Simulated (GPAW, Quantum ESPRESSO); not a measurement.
# O K ELNES/XANES of VBrO (Pmmn) from DFT, part 2 of 2

What does one-electron theory with a core hole give for the O K edge of VBrO (Pmmn)?

GPAW 26.7.0; X-ray absorption from dipole matrix elements to empty bands, plane-wave PAW LDA+U.

So far. Step 2 (Ground state of the crystal): The mesh shows a gap of 1.58 eV, so the hole is first treated in a charged cell, without the excited electron.

### Step 4. Spectrum with FCH, O atom 5

The holes are 5.1 Å apart. In GPAW the data set carries the hole's charge, so charge=0 means a charged cell and charge=-1 a neutral one. The excited electron is left out and a uniform background balances the charge. After the field has converged, empty bands are computed with the density fixed and the dipole matrix elements are summed.

The absorber has 2 V at 1.97 Å and 2 V at 2.07 Å (4-fold, site symmetry mm2).

Contents of xas.py:

```python
import numpy as np
from ase import Atoms
from ase.parallel import parprint, paropen
from gpaw import GPAW, PW, FermiDirac, Mixer, MixerDif, setup_paths
from gpaw.test import gen
setup_paths.insert(0, '.')
gen('O', name='fch1s', xcname='LDA', corehole=(1, 0, 1), write_xml=True)
from gpaw.mpi import world
world.barrier()

atoms = Atoms('Br4V4O4',
    cell=[[-3.38, 3.775, 0],
     [-3.38, -3.775, 0],
     [3.38, 0, 8.425]],
    scaled_positions=[[0.086, 0.086, 0.672],
     [0.586, 0.586, 0.672],
     [0.414, 0.914, 0.328],
     [0.914, 0.414, 0.328],
     [0.448, 0.448, 0.896],
     [0.948, 0.948, 0.896],
     [0.052, 0.552, 0.104],
     [0.552, 0.052, 0.104],
     [0.7685, 0.7685, 0.037],
     [0.2685, 0.2685, 0.037],
     [0.7315, 0.2315, 0.963],
     [0.2315, 0.7315, 0.963]],
    magmoms=[0.0, 0.0, 0.0, 0.0, 2.0, 2.0, 2.0, 2.0, 0.0, 0.0, 0.0, 0.0],
    pbc=True)
atoms.calc = calc = GPAW(legacy_gpaw=True, mode=PW(500), xc='LDA', setups={'V': ':d,3.3', 8: 'fch1s'},
    kpts={'size': (3, 3, 3), 'gamma': True}, occupations=FermiDirac(0.02),
    charge=0, mixer=MixerDif(0.05, 8, 50), maxiter=150,
    convergence={'density': 0.0001}, txt='scf.txt')
energy = atoms.get_potential_energy() + calc.get_reference_energy()
ef = calc.get_fermi_level()
out = dict(energy=energy, fermi=ef, forces=atoms.get_forces().tolist(), magmoms=atoms.get_magnetic_moments().tolist())
parprint(f'all-electron energy {energy:.4f} eV, Fermi level {ef:.4f} eV')
ev = np.array([[calc.get_eigenvalues(k, s) for k in range(len(calc.get_ibz_k_points()))] for s in range(calc.get_number_of_spins())])
out['homo'], out['lumo'], out['counts'] = ev[ev < ef].max(), ev[ev > ef].min(), sorted(set((ev < ef).sum((0, 2)).tolist()))
out['filled'] = (ev[:, 0] < ef).sum(1).tolist()

from ase.units import Ha
from gpaw.xas import dipole_matrix_elements
nb = int(calc.get_number_of_electrons() / 2) + 151
top, nb = nb, nb + 8 + nb // 12
nscf = calc.fixed_density(kpts={'size': (3, 3, 3), 'gamma': True}, nbands=nb,
    convergence={'bands': top, 'eigenstates': 1e-5}, maxiter=60, txt='nscf.txt')
cell = atoms.cell.array
ops = [cell.T @ U.T @ np.linalg.inv(cell.T) for U in nscf.wfs.kd.symmetry.op_scc]
filled = [56, 48]  # bands filled in the ground state, by spin
E = np.arange(-6, 34, 0.1)
fwhm = np.interp(E, [4, 25], [0.9, 3.5])
Y, X, zero, highest = 0, 0, 1e9, 1e9
for spin in range(nscf.get_number_of_spins()):
    wfs = nscf.wfs
    A = dipole_matrix_elements(wfs.setups[8])
    eps = np.zeros((wfs.kd.nibzkpts, nb))
    d = np.zeros((3, A.shape[1], wfs.kd.nibzkpts, nb), complex)
    for kpt in wfs.kpt_u:
        if kpt.s == spin and 8 in kpt.P_ani:
            eps[kpt.k] = kpt.eps_n * Ha
            d[:, :, kpt.k] = (kpt.weight * wfs.nspins / 2) ** 0.5 * np.inner(A, kpt.P_ani[8])
    world.sum(eps)
    world.sum(d)
    T = np.einsum('amkn,bmkn->abkn', d, d.conj()).real
    T = sum(np.einsum('ai,ijkn,bj->abkn', R, T, R) for R in ops) / len(ops)
    empty = np.ones_like(eps, bool) & (np.arange(nb) >= filled[spin])
    zero, highest = min(zero, eps[empty].min()), min(highest, eps[:, top - 1].min())
    lines = [(eps, T, empty)] if spin == 0 else lines + [(eps, T, empty)]
for eps, T, empty in lines:
    f = np.einsum('aakn->akn', T).reshape(3, -1)
    x = eps.ravel() - zero
    w = np.interp(x, E, fwhm) / 2.35482
    g = np.exp(-0.5 * ((E[:, None] - x) / w) ** 2) / (w * (2 * np.pi) ** 0.5)
    Y = Y + (f * empty.ravel()) @ g.T
    X = X + (f * ~empty.ravel()) @ g.T
out.update(E=E.round(2).tolist(), xas=Y.tolist(), xes=X.tolist(), zero=zero, valid=highest - zero, nk=len(eps), nb=nb)
for i in range(0, len(E), 10):
    parprint(f'{E[i]:7.2f}', *(f'{v:10.3e}' for v in Y[:, i]))
import json
with paropen('out.json', 'w') as f:
    json.dump(out, f)
```

Command:

```console
$ OMP_NUM_THREADS=1 mpirun -n 4 gpaw python xas.py
```

Numbers of over 12 decimals in the logs are rounded to 6 here.

The log of the run:

```text
Input parameters:
  convergence: {density: 0.0001}
  kpts: {gamma: True,
         size: (3, 3, 3)}
  maxiter: 150
  mixer: {backend: pulay,
          beta: 0.05,
          method: difference,
          nmaxold: 8,
          weight: 50}
  mode: {ecut: 500.0,
         name: pw}
  occupations: {fixmagmom: False,
                name: fermi-dirac,
                width: 0.02}
  setups: {8: fch1s,
           V: :d,3.3}

Initialize ...

[... PAW data sets ...]

Reference energy: -393881.550440  # eV

Spin-polarized calculation.
Initial magnetic moment: 8.000000

[... convergence settings ...]
Symmetries present (total): 2
  [... symmetry matrices ...]

27 k-points: 3 x 3 x 3 Monkhorst-Pack grid
10 k-points in the irreducible part of the Brillouin zone
       k-points in crystal coordinates                weights
   0:     0.00000000    0.00000000    0.00000000          1/27
   1:     0.00000000    0.00000000    0.33333333          2/27
   2:     0.33333333   -0.33333333    0.00000000          2/27
   3:     0.33333333   -0.33333333    0.33333333          4/27
   4:     0.33333333    0.00000000   -0.33333333          4/27
   5:     0.33333333    0.00000000    0.00000000          4/27
   6:     0.33333333    0.00000000    0.33333333          4/27
   7:     0.33333333    0.33333333   -0.33333333          2/27
   8:     0.33333333    0.33333333    0.00000000          2/27
   9:     0.33333333    0.33333333    0.33333333          2/27

Wave functions: Plane wave expansion
  Cutoff energy: 500.000 eV
  Number of coefficients (min, max): 5445, 5486
  Pulay-stress correction: 0.000000 eV/Ang^3 (de/decut=0.000000)
  Using FFTW library
  Wavefunction extrapolation:
    Improved wavefunction reuse through dual PAW basis

Occupation numbers: Fermi-Dirac:
  width: 0.0200  # eV

Eigensolver
   Davidson(niter=2)

Densities:
  Coarse grid: 27*27*48 grid
  Fine grid: 54*54*96 grid
  Total Charge: 1.000000

Density mixing:
  Method: difference
  Backend: pulay
  Linear mixing parameter: 0.05
  old densities: 8
  Width of damping distribution: 1.1
  Damping of long wavelength oscillations: 50

[... Hamiltonian set-up ...]
Number of atoms: 12
Number of atomic orbitals: 84
Number of bands in calculation: 72
Number of valence electrons: 104
Bands to converge: occupied

... initialized

Initializing position-dependent things.

Density initialized from atomic densities
Creating initial wave functions:
  72 bands from LCAO basis set

                      O

            V      O V

                 Br      Br

              Br

           Br     V

        O       O
               V

Atomic positions and initial magnetic moments

Positions:
   0 Br     1.690000   -0.000000    5.661600    ( 0.0000,  0.0000,  0.0000)
   1 Br    -1.690000    0.000000    5.661600    ( 0.0000,  0.0000,  0.0000)
   2 Br    -3.380000   -1.887500    2.763400    ( 0.0000,  0.0000,  0.0000)
   3 Br    -3.380000    1.887500    2.763400    ( 0.0000,  0.0000,  0.0000)
   4 V     -0.000000    0.000000    7.548800    ( 0.0000,  0.0000,  2.0000)
   5 V     -3.380000   -0.000000    7.548800    ( 0.0000,  0.0000,  2.0000)
   6 V     -1.690000   -1.887500    0.876200    ( 0.0000,  0.0000,  2.0000)
   7 V     -1.690000    1.887500    0.876200    ( 0.0000,  0.0000,  2.0000)
   8 O     -5.070000   -0.000000    0.311725    ( 0.0000,  0.0000,  0.0000)
   9 O     -1.690000    0.000000    0.311725    ( 0.0000,  0.0000,  0.0000)
  10 O     -0.000000    1.887500    8.113275    ( 0.0000,  0.0000,  0.0000)
  11 O     -0.000000   -1.887500    8.113275    ( 0.0000,  0.0000,  0.0000)

Unit cell:
           periodic     x           y           z      points  spacing
  1. axis:    yes   -3.380000    3.775000    0.000000    27     0.1787
  2. axis:    yes   -3.380000   -3.775000    0.000000    27     0.1787
  3. axis:    yes    3.380000    0.000000    8.425000    48     0.1755

[...]
iter: 141  -110.424145c  -6.46  -4.46c   +8.0000
iter: 142  -110.424053c  -6.42  -4.32c   +8.0000
iter: 143  -110.424072c  -7.41c -3.95    +8.0000
iter: 144  -110.424088c  -7.44c -4.01c   +8.0000

Converged after 144 iterations.

Dipole moment: (-0.556506, -0.000000, -0.402187) |e|*Ang

Total magnetic moment: (0.000000, 0.000000, 8.000000)
Local magnetic moments:
   0 Br ( 0.000000,  0.000000, -0.032720)
   1 Br ( 0.000000,  0.000000, -0.035507)
   2 Br ( 0.000000,  0.000000, -0.028341)
   3 Br ( 0.000000,  0.000000, -0.028341)
   4 V  ( 0.000000,  0.000000,  1.888423)
   5 V  ( 0.000000,  0.000000,  1.888424)
   6 V  ( 0.000000,  0.000000,  1.899642)
   7 V  ( 0.000000,  0.000000,  1.899642)
   8 O  ( 0.000000,  0.000000, -0.137746)
   9 O  ( 0.000000,  0.000000, -0.015965)
  10 O  ( 0.000000,  0.000000, -0.009972)
  11 O  ( 0.000000,  0.000000, -0.009972)

Energy contributions relative to reference atoms: (reference = -393881.550440)

Kinetic:        +44.532103
Potential:      -65.421865
External:        +0.000000
XC:             -89.473546
Entropy (-ST):   -0.000000
Local:           -0.060780
SIC:             +0.000000
--------------------------
Free energy:   -110.424088
Extrapolated:  -110.424088

Spin contamination: 1.652477 electrons
Showing only first 2 kpts
                      Up                     Down
 Kpt  Band  Eigenvalues  Occupancy  Eigenvalues  Occupancy
  0    50      2.43927    1.00000      6.26614    0.00000
  0    51      2.50896    1.00000      6.34816    0.00000
  0    52      2.54177    1.00000      6.72594    0.00000
  0    53      2.69310    1.00000      6.81067    0.00000

  1    50      2.39790    1.00000      6.26914    0.00000
  1    51      2.46105    1.00000      6.37860    0.00000
  1    52      2.58062    1.00000      6.66510    0.00000
  1    53      2.72109    1.00000      6.77832    0.00000

Fermi level: 3.91470

Gap: 1.239 eV
Transition (v -> c):
  (s=0, k=8, n=55, [0.33, 0.33, 0.00]) -> (s=0, k=0, n=56, [0.00, 0.00, 0.00])
Direct/indirect transitions are different
Direct gap: 1.632 eV
Transition at: (s=0, k=1, n=55, [0.00, 0.00, 0.33])

Forces in eV/Ang:
  0 Br   -0.00004    0.00000    0.67121
  1 Br    0.00000    0.00000    0.77741
  2 Br    0.00007   -0.00008   -0.49146
  3 Br    0.00007    0.00008   -0.49146
  4 V     1.45778    0.00000   -2.15949
  5 V    -1.45785    0.00000   -2.15945
  6 V    -0.00001    2.40974    1.22771
  7 V    -0.00001   -2.40974    1.22771
  8 O    -0.00581    0.00000    0.62386
  9 O     0.00232    0.00000    0.31886
 10 O    -0.00000    0.00205    0.22463
 11 O    -0.00000   -0.00205    0.22463
Scalar-relativistic atomic LDA calculation for O (Oxygen, Z=8)
Core hole in 1s state (1s occupation: 1.0)
300 radial gridpoints.
|------------------------------------------------|
|------------------------------------------------|
[... the atom generator's iteration count ...]

Energy contributions:
-------------------------
Kinetic:      +54.046737
XC:            -5.876031
Potential:   -102.458324
-------------------------
Total:        -54.287618

state      eigenvalue         ekin         rmax
-----------------------------------------------
1s^1.0 :   -21.731873    30.611423        0.127
2s^2.0 :    -1.594915     4.066245        0.801
2p^4.0 :    -1.067100     3.825706        0.682
-----------------------------------------------
(units: Bohr and Hartree)

Generating PAW setup
Kinetic energy of the core from tauc = 30.636371
Cutoffs:
rc(s)=1.300
rc(p)=1.130
rc(d)=1.170
rc(vbar)=1.300
rc(comp)=1.260
rc(nct)=1.300

Kinetic energy of the core states: 30.611423
Charge: 1.0
Core electrons: 1.0
Valence electrons: 6.0
Pseudo-core charge: 0.000198
Shape function alpha=6.299
Pseudo-electron charge 5.280306
state    eigenvalue         norm
--------------------------------
2s(2) :    -1.594915     1.065643
*s    :    -0.594915
2p(4) :    -1.067100     0.787205
*p    :    -0.067100
*d    :     0.000000
--------------------------------

Diagonalizing with gridspacing h=0.050

state   all-electron     PAW
-------------------------------
2s:      -1.594915    -1.596334
2p:      -1.067100    -1.073375
*d:                   -0.060686
*f:                   -0.013559
-------------------------------
all-electron energy -393991.9745 eV, Fermi level 3.9147 eV
  -6.00  4.104e-65  1.229e-63  1.081e-59
  -5.00  3.865e-48  1.400e-46  2.507e-43
  -4.00  4.248e-34  1.704e-32  6.194e-30
  -3.00  6.086e-23  2.212e-21  1.635e-19
  -2.00  1.281e-14  3.083e-13  4.686e-12
  -1.00  3.993e-09  4.898e-08  1.650e-07
  -0.00  1.758e-06  1.759e-05  1.625e-05
[...]
31.00  1.041e-04  9.546e-05  1.008e-04
  32.00  9.656e-05  1.029e-04  9.407e-05
  33.00  8.768e-05  1.102e-04  9.741e-05
```

It took 13 min on 4 MPI ranks of Arm Neoverse V1, shared host; peak memory 0.5 GiB.

The O K spectrum, O atom 5, full core hole (charged cell) (energy from the lowest empty level; intensity scaled to a mean of 1 over the first 20 eV; polarised curves are means over the symmetry-equivalent atoms):

```tsv
E (eV)	isotropic	ε ∥ x	ε ∥ y	ε ∥ z
-2.0	0.00	0.00	0.00	0.00
-1.4	0.00	0.00	0.00	0.00
-0.8	0.00	0.00	0.00	0.00
-0.2	0.05	0.01	0.06	0.07
0.4	0.22	0.03	0.40	0.22
1.0	0.47	0.26	0.66	0.49
1.6	1.47	1.68	1.25	1.50
2.2	2.35	2.80	2.21	2.05
2.8	1.93	2.22	1.92	1.64
3.4	1.40	1.65	1.26	1.29
4.0	0.67	0.57	0.75	0.67
4.6	0.17	0.17	0.17	0.17
5.2	0.37	0.36	0.33	0.42
5.8	0.77	0.59	0.72	1.01
6.4	1.12	0.77	1.18	1.41
7.0	1.07	0.84	1.30	1.08
7.6	1.02	0.96	1.21	0.88
8.2	1.11	1.14	1.21	0.98
8.8	1.23	1.16	1.35	1.17
9.4	1.22	1.01	1.39	1.27
10.0	1.18	0.94	1.38	1.24
10.6	1.19	1.02	1.44	1.11
11.2	1.17	1.16	1.45	0.90
11.8	1.15	1.37	1.37	0.70
12.4	1.16	1.60	1.30	0.59
13.0	1.15	1.61	1.29	0.55
13.6	1.05	1.35	1.24	0.56
14.2	0.92	1.01	1.13	0.61
14.8	0.82	0.77	1.02	0.66
15.4	0.76	0.65	0.97	0.67
16.0	0.74	0.60	0.95	0.67
16.6	0.75	0.61	0.95	0.68
17.2	0.80	0.67	0.97	0.75
17.8	0.87	0.76	0.99	0.87
18.4	0.93	0.84	0.96	1.00
19.0	0.95	0.90	0.85	1.10
19.6	0.91	0.91	0.69	1.12
20.2	0.84	0.89	0.55	1.07
20.8	0.75	0.84	0.45	0.97
21.4	0.68	0.77	0.42	0.86
22.0	0.64	0.70	0.43	0.79
22.6	0.62	0.65	0.46	0.75
23.2	0.62	0.63	0.48	0.73
23.8	0.62	0.62	0.50	0.73
24.4	0.62	0.62	0.49	0.73
25.0	0.61	0.61	0.47	0.74
25.6	0.60	0.60	0.44	0.76
26.2	0.60	0.59	0.43	0.78
26.8	0.60	0.59	0.43	0.80
27.4	0.62	0.60	0.45	0.81
28.0	0.65	0.64	0.49	0.83
28.6	0.69	0.69	0.55	0.84
29.2	0.73	0.75	0.60	0.84
29.8	0.76	0.80	0.66	0.84
30.4	0.78	0.82	0.70	0.82
31.0	0.77	0.80	0.74	0.78
31.6	0.76	0.77	0.77	0.74
```

Main maxima below 24 eV (height): 2.3 eV (2.36), 6.6 eV (1.14), 9.1 eV (1.24) and 18.9 eV (0.95). A K edge sees empty p states; the first features are O p mixed into the empty d states of the V neighbours, and the broad ones above probably into the cations' higher empty bands.

The hole costs E(hole) − E(ground) = 520.93 eV, and the lowest empty level of the hole cell on the spectrum's mesh lies at 4.65 eV, which puts the zero at 525.58 eV. The functional and the charged cell's background leave an error in such absolute values: in the free atom LDA prices this hole 4.1 eV below PBE (computed apart), and PBE is itself good to a few eV.

### Step 5. Excitation energy, O atom 5

With the excited electron kept in the cell the system stays neutral, and the energy difference is an excitation energy by itself. In a small cell that electron takes up a good share of the lowest empty band, or all of one, which shifts the value from the true onset.

Changed against the first core-hole run: core hole to XCH, with the smearing that suits a partly filled band.

Contents of scf.py:

```python
import numpy as np
from ase import Atoms
from ase.parallel import parprint, paropen
from gpaw import GPAW, PW, FermiDirac, Mixer, MixerDif, setup_paths
from gpaw.test import gen
setup_paths.insert(0, '.')
gen('O', name='fch1s', xcname='LDA', corehole=(1, 0, 1), write_xml=True)
from gpaw.mpi import world
world.barrier()

atoms = Atoms('Br4V4O4',
    cell=[[-3.38, 3.775, 0],
     [-3.38, -3.775, 0],
     [3.38, 0, 8.425]],
    scaled_positions=[[0.086, 0.086, 0.672],
     [0.586, 0.586, 0.672],
     [0.414, 0.914, 0.328],
     [0.914, 0.414, 0.328],
     [0.448, 0.448, 0.896],
     [0.948, 0.948, 0.896],
     [0.052, 0.552, 0.104],
     [0.552, 0.052, 0.104],
     [0.7685, 0.7685, 0.037],
     [0.2685, 0.2685, 0.037],
     [0.7315, 0.2315, 0.963],
     [0.2315, 0.7315, 0.963]],
    magmoms=[0.0, 0.0, 0.0, 0.0, 2.0, 2.0, 2.0, 2.0, 0.0, 0.0, 0.0, 0.0],
    pbc=True)
atoms.calc = calc = GPAW(legacy_gpaw=True, mode=PW(500), xc='LDA', setups={'V': ':d,3.3', 8: 'fch1s'},
    kpts={'size': (3, 3, 3), 'gamma': True}, occupations=FermiDirac(0.04),
    charge=-1, mixer=MixerDif(0.05, 8, 50), maxiter=150,
    convergence={'density': 0.0001}, txt='scf.txt')
energy = atoms.get_potential_energy() + calc.get_reference_energy()
ef = calc.get_fermi_level()
out = dict(energy=energy, fermi=ef, forces=atoms.get_forces().tolist(), magmoms=atoms.get_magnetic_moments().tolist())
parprint(f'all-electron energy {energy:.4f} eV, Fermi level {ef:.4f} eV')
ev = np.array([[calc.get_eigenvalues(k, s) for k in range(len(calc.get_ibz_k_points()))] for s in range(calc.get_number_of_spins())])
out['homo'], out['lumo'], out['counts'] = ev[ev < ef].max(), ev[ev > ef].min(), sorted(set((ev < ef).sum((0, 2)).tolist()))
out['filled'] = (ev[:, 0] < ef).sum(1).tolist()
import json
with paropen('out.json', 'w') as f:
    json.dump(out, f)
```

Command:

```console
$ OMP_NUM_THREADS=1 mpirun -n 4 gpaw python scf.py
```

The log of the run:

```text
Input parameters:
  charge: -1
  convergence: {density: 0.0001}
  kpts: {gamma: True,
         size: (3, 3, 3)}
  maxiter: 150
  mixer: {backend: pulay,
          beta: 0.05,
          method: difference,
          nmaxold: 8,
          weight: 50}
  mode: {ecut: 500.0,
         name: pw}
  occupations: {fixmagmom: False,
                name: fermi-dirac,
                width: 0.04}
  setups: {8: fch1s,
           V: :d,3.3}

Initialize ...

[... PAW data sets ...]

Reference energy: -393881.550440  # eV

Spin-polarized calculation.
Initial magnetic moment: 8.000000

[...]
iter: 145  -106.366624c  -4.63  -2.16    +9.0000
[...]
iter: 149  -105.600914   -2.26  -2.22    +9.0000
iter: 150  -105.561255   -2.92  -2.32    +9.0000

Did not converge!

Here are some tips:

1) Make sure the geometry and spin-state is physically sound.
2) Use less aggressive density mixing.
3) Solve the eigenvalue problem more accurately at each scf-step.
4) Use a smoother distribution function for the occupation numbers.
5) Try adding more empty states.
6) Use enough k-points.
7) Don't let your structure optimization algorithm take too large steps.
8) Solve the Poisson equation more accurately.
9) Better initial guess for the wave functions.

See details here:
```

Elapsed: 10 min, on 4 MPI ranks; peak memory 0.24 GiB.

The run stopped without converging, so none of its numbers is a property of the system.

The iterations didn't settle within their limit, so this step gives no result.

### Step 6. Runs not followed above

These runs aren't followed: redraws of a spectrum that repeat one shown, runs with a planted fault or a state judged unsound, or a program's part that gave no sound spectrum.

| program | step | status | elapsed |
| --- | --- | --- | --- |
| Quantum ESPRESSO | ground state | converged | 93 s |
| Quantum ESPRESSO | no core hole | converged | 5.6 min |
| Quantum ESPRESSO | no core hole, redrawn | converged | 11 s |
| Quantum ESPRESSO | supercell ground state | converged | 4.4 min |
| Quantum ESPRESSO | core-hole potential | converged | 0.65 s |
| Quantum ESPRESSO | supercell with FCH | converged | 7.5 min |
| Quantum ESPRESSO | spectrum with FCH | timeout | 12 min |
| Quantum ESPRESSO | supercell with XCH | timeout | 6 min |

### Step 7. What came out

```yaml
absorber_and_edge: O K, atom 5 of the ground-state input (counted from 1)
surroundings: 2 V at 1.97 Å and 2 V at 2.07 Å (4-fold, site symmetry mm2)
highest_intensity_below_16_ev: 2.3 eV above the zero, height 2.36
photon_energy_of_the_zero_spin_polarised_hole_raw: 525.6 eV (LDA puts this hole about 4 eV below PBE, itself good to a few eV)
```

In words: The O K edge of atom 5, with 2 V at 1.97 Å and 2 V at 2.07 Å (4-fold, site symmetry mm2), has its highest intensity of the first 16 eV at 2.3 eV above the zero, near 528 eV in photon energy (LDA puts this hole about 4 eV below PBE, itself good to a few eV), 2.4 times the mean level of the first 20 eV (Gaussian full width 0.9 eV up to 4 eV, rising linearly to 3.5 eV at 25 eV). At the O K edge of atom 5 polarisation matters most near 12.8 eV, where the curves differ by 1.1 on this scale. The same cell was also set up in Quantum ESPRESSO; that part failed, was judged unsound or used a data set known to give false states; its runs are listed without their results. The hole lies in one spin channel, while the script sums the empty states of both and takes the lower zero; where the two channels are split, this blurs and shifts the curve. The spins start ferromagnetically in a simple order, which needn't be the measured one; gap and edge can depend on it. The holes are only 5.1 Å apart, so the shape is probably not converged with cell size; no larger cell was run here. The mesh is coarse (0.43 Å⁻¹ between points), so small maxima may be mesh ripples. Lifetime broadening is put in by hand, and intensities beyond about 20 eV depend on it and on the partial waves; weight that the partial waves miss at high energy is lost. The structure is a published determination, not relaxed.

[Banner, clock and machine lines of the logs are left out without a mark of their own.]

[Logs are printed without paths, hosts, clocks, repeated set-up lines and the standing remarks that a program may print on its own settings, such as how far it seeks lower states.]

[Hosts, paths, dates, database ids (printed as entryN), source tags and the programs' standing remarks are cut or masked in the printed files.]

[Lists of maxima count a maximum above −3 eV only where it reaches 4 % of the highest in the window and stands out from its surroundings by 2 % of it (1.5 % where it reaches 55 %); shoulders and weaker maxima are passed over, and of the rest the first, up to two pre-edge ones and the few strongest are named.]
